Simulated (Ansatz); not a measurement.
# Mg (P6_3/mmc): phonon-mediated transition temperature, part 2 of 2

What Tc do the phonons of Mg (P6_3/mmc) give, and how does it depend on μ*? The cell shown first is a relaxed one, from steps not shown here.

Ansatz 0.2.0; DFT PBE, scalar-relativistic, plane waves, PAW.

So far, log mean phonon energy ħω_log (meV): step 2 (coupling and resistivity: q 6×6×3, k 12×12×6, scattering …) 20.2; step 3 (k-mesh 18×18×9, scattering mesh 30×30×16) 20.2.

## Step 4: Coupling and resistivity: q 7×7×4, k 21×21×12, scattering 36×36×20

The next rung changes the q mesh, which sets the reach of the force constants and couplings; the k mesh of the density and its response; the scattering mesh, which samples the Fermi surface.

Contents of input.yaml:

```yaml
crystal:
  lattice:
    - [3.20784335, 0.0, 0.0]
    - [-1.603921675, 2.7780738325, 0.0]
    - [0.0, 0.0, 5.1520374876]
  atoms:
    - { symbol: Mg, position: [0.3333333333, 0.6666666667, 0.25] }
    - { symbol: Mg, position: [0.6666666667, 0.3333333333, 0.75] }
kpoints:
  mp_grid: { grid: [21, 21, 12] }
hamiltonian:
  xc: pbe
scf:
  occupations: { method: methfessel_paxton, width: 0.2 }
output:
  eigenvalues: true
phonons:
  method: dfpt
  qmesh: [7, 7, 4]
  temperatures: { t_max: 1000, t_step: 50 }
  qpath:
    path:
      - [[0.0, 0.0, 0.0], [0.5, 0.0, 0.0], [0.33333333, 0.33333333, 0.0], [0.0, 0.0, 0.0], [0.0, 0.0, 0.5], [0.5, 0.0, 0.5], [0.33333333, 0.33333333, 0.5], [0.0, 0.0, 0.5]]
      - [[0.5, 0.0, 0.5], [0.5, 0.0, 0.0]]
    npoints: 6
  electrical_resistivity:
    mesh: [36, 36, 20]
    temperatures: [20.0, 50.0, 80.0, 100.0, 150.0, 200.0, 273.0, 300.0, 400.0, 500.0, 600.0, 800.0]
  superconductivity: { mesh: [36, 36, 20] }
```

On the command line:

```
ansatz run input.yaml --threads 16 --pin off --max-ram 122880MiB --backend cuda --events-out ev --progress --plain --runs-dir out
```

Numbers of over 12 decimals in the logs are rounded to 6 here.

The program printed:

```text
[...]
Crystal: 2 atoms, lattice volume = 45.913 Å³
Basis set: ecut = 420 eV, 905 PW (Γ), exchange–correlation on 48×48×72 points (8 copies of the dense FFT grid, shifted against one another)
Bands: 14, of which v1, the nominal top of the filled ones, is band 10 counted from 1 (9 counted from 0)
Symmetry: 24 space group operations
k-points: 336 of 5292
[...]
SCF iter   1: F=—  HF=-3847.605592 eV  |F-HF|=—  |Δ(HF+E_count)|=         —  Δρ=8.71e-4  dr2=4.11e-4  ethr=1.77e-3  ⟨swp⟩=5.0  Hψ=23729  notcnv=0
[...]
SCF iter   2: F=—  HF=-3847.605560 eV  |F-HF|=—  |Δ(HF+E_count)|=   3.19e-5  S|Δr|=    0.00e0  Δρ=5.96e-4  dr2=2.01e-4  ethr=2.05e-6  ⟨swp⟩=1.9  Hψ=8874  notcnv=0
[...]
SCF iter   8: F=-3847.605643 eV  HF=-3847.605643 eV  |F-HF|=4.55e-13  |Δ(HF+E_count)|=  5.14e-11  S|Δr|=    0.00e0  Δρ=2.33e-8  dr2=8.41e-14  ethr=1.00e-12  ⟨swp⟩=5.0  Hψ=17267  notcnv=0
SCF 1 converged in 8 iterations: F = -3847.605643 eV  dr2 = 8.41e-14
[...]
SCF 2 converged in 8 iterations: F = -3847.605643 eV  dr2 = 8.26e-14
[...]
SCF converged after 8 iterations
[...]
vibrations of 196 cells: unjudged by the run; compare a larger repeat
[...]
--- Superconductivity: potentials and phonons of a 7×7×4 supercell ---
           mesh         λ    ħω_log (meV)  μ* declared at (meV)
       36×36×20    0.2578          20.142               22.867
       18×18×10    0.2466          20.234               22.885
          9×9×5    0.2249          20.990               23.142
  λ by the species' shares of the modes' patterns: Mg 0.2578
[...]
0.08      0.070         0.071    none_found    none_found    none_found    none_found     none_found
      0.10      0.019         0.019    none_found    none_found    none_found    none_found     none_found
      0.12      0.003         0.003    none_found    none_found    none_found    none_found     none_found
      0.13      0.001         0.001    none_found    none_found    none_found    none_found     none_found
      0.14      0.000         0.000    none_found    none_found    none_found    none_found     none_found
      0.16      0.000         0.000    none_found    none_found    none_found    none_found     none_found
      0.20      0.000         0.000    none_found    none_found    none_found    none_found     none_found
  none_found: no transition down to 0.1 K
[...]
vibrations of 196 cells: unjudged by the run; compare a larger repeat
[...]
```

Wall time 3.3 min (1 × NVIDIA GB200 with 16 threads of Arm Neoverse V2, shared host); peak memory 10 GiB.

This step gave:

```yaml
zero_point_energy: 0.06272 eV/cell
highest_frequency_solved_or_plainly_interpolated: 253.2 cm⁻¹
resistivity_at_300_k: 4.178 μΩ cm, mean of the axes
coupling_constant_lambda: 0.2578
density_of_states_at_the_fermi_level: 0.4266 states/eV a spin and cell
log_mean_phonon_energy_omega_log: 20.14 meV
transport_coupling_constant_lambda_tr: 0.2168, 0.2168, 0.2102 (xx, yy, zz)
drude_plasma_energy: 7.428, 7.428, 7.98 eV (xx, yy, zz)
resistivity_times_mean_free_path: 9.968, 9.968, 9.126 × 10⁻¹⁶ Ω m² (xx, yy, zz)
second_moment_phonon_energy_omega: 22.87 meV
coupling_lambda_by_branch: 0.0243, 0.0308, 0.0352, 0.038, 0.0661, 0.0635 (branches by rank of frequency)
```

An empty cell: under 1 mK by a formula, or no transition down to the floor of the Eliashberg search. Transition temperatures:

```csv
μ*,McMillan Tc (K),Allen–Dynes Tc (K)
0.08,0.0703,0.0709
0.1,0.0192,0.0194
0.12,0.00316,0.00319
0.13,-,-
0.14,-,-
0.16,-,-
0.2,-,-
```

Table of Eliashberg function α²F by phonon energy; read off at these points:

| phonon energy (meV) | α²F | α²F tr |
| --- | --- | --- |
| 1.0 | 6.0e-5 | 6.0e-5 |
| 2.0 | 0.00104 | 7.1e-4 |
| 3.0 | 0.00234 | 0.00222 |
| 4.0 | 0.00377 | 0.00397 |
| 5.0 | 0.00561 | 0.00571 |
| 6.0 | 0.00786 | 0.00767 |
| 7.0 | 0.0101 | 0.0100 |
| 8.0 | 0.0122 | 0.0123 |
| 9.0 | 0.0145 | 0.0148 |
| 10.0 | 0.0170 | 0.0178 |
| 11.0 | 0.0201 | 0.0215 |
| 12.0 | 0.0239 | 0.0262 |
| 13.0 | 0.0290 | 0.0322 |
| 14.0 | 0.0355 | 0.0394 |
| 15.0 | 0.0481 | 0.0537 |
| 16.0 | 0.0709 | 0.0777 |
| 17.0 | 0.0988 | 0.108 |
| 18.0 | 0.0842 | 0.0832 |
| 19.0 | 0.0793 | 0.0713 |
| 20.0 | 0.0877 | 0.0738 |
| 21.0 | 0.105 | 0.0845 |
| 22.0 | 0.129 | 0.101 |
| 23.0 | 0.128 | 0.0967 |
| 24.0 | 0.162 | 0.122 |
| 25.0 | 0.180 | 0.134 |
| 26.0 | 0.186 | 0.130 |
| 27.0 | 0.252 | 0.173 |
| 28.0 | 0.451 | 0.323 |
| 28.4 | 0.573 | 0.420 |
| 29.0 | 0.425 | 0.305 |
| 30.0 | 0.124 | 0.0783 |
| 31.0 | 0.00772 | 0.00430 |

The coupling constant from the curve is λ = 0.26; modes below 23.8 meV give half. The Eliashberg function α²F (α²F) has its highest peak at 28.4 meV.

## Step 5: Outcome

```yaml
meshes: q 7×7×4, k 21×21×12, scattering 36×36×20
coupling_constant_lambda: 0.258
log_mean_phonon_energy_omega_log: 20.1 meV
allen_dynes_tc_at_mu_star_0p1: 0.0194 K
```

In words: In the last run (PBE, q 7×7×4, k 21×21×12, scattering 36×36×20), with λ = 0.26 and ħω_log = 20.1 meV, Tc at μ* = 0.13 is under 1 mK by the formulas. Wikipedia's list of superconducting elements holds no transition of Mg at normal pressure, in line with the calculation. In that run Allen and Dynes's formula gives no transition above 0.05 K at μ* = 0.10 or more. By the run's own test λ is not converged in the fine mesh: it moves by 4 % between the two finest. The run's transport test calls it not converged in the mesh; ρ(300 K) moves by 14 % in the component that moves most. Over the runs, λ takes the values 0.248, 0.255 and 0.258, in the order shown. μ* is a typed number, phonons are harmonic, and spin fluctuations are left out; at μ* = 0.13 McMillan's formula turns 1 % in λ into about 25 % in Tc.

[Logs are printed without paths, hosts, clocks, repeated set-up lines and the standing remarks that a program may print on its own settings, such as how far it seeks lower states.]

[Hosts, paths, dates, database ids (printed as entryN), source tags and the programs' standing remarks are cut or masked in the printed files.]
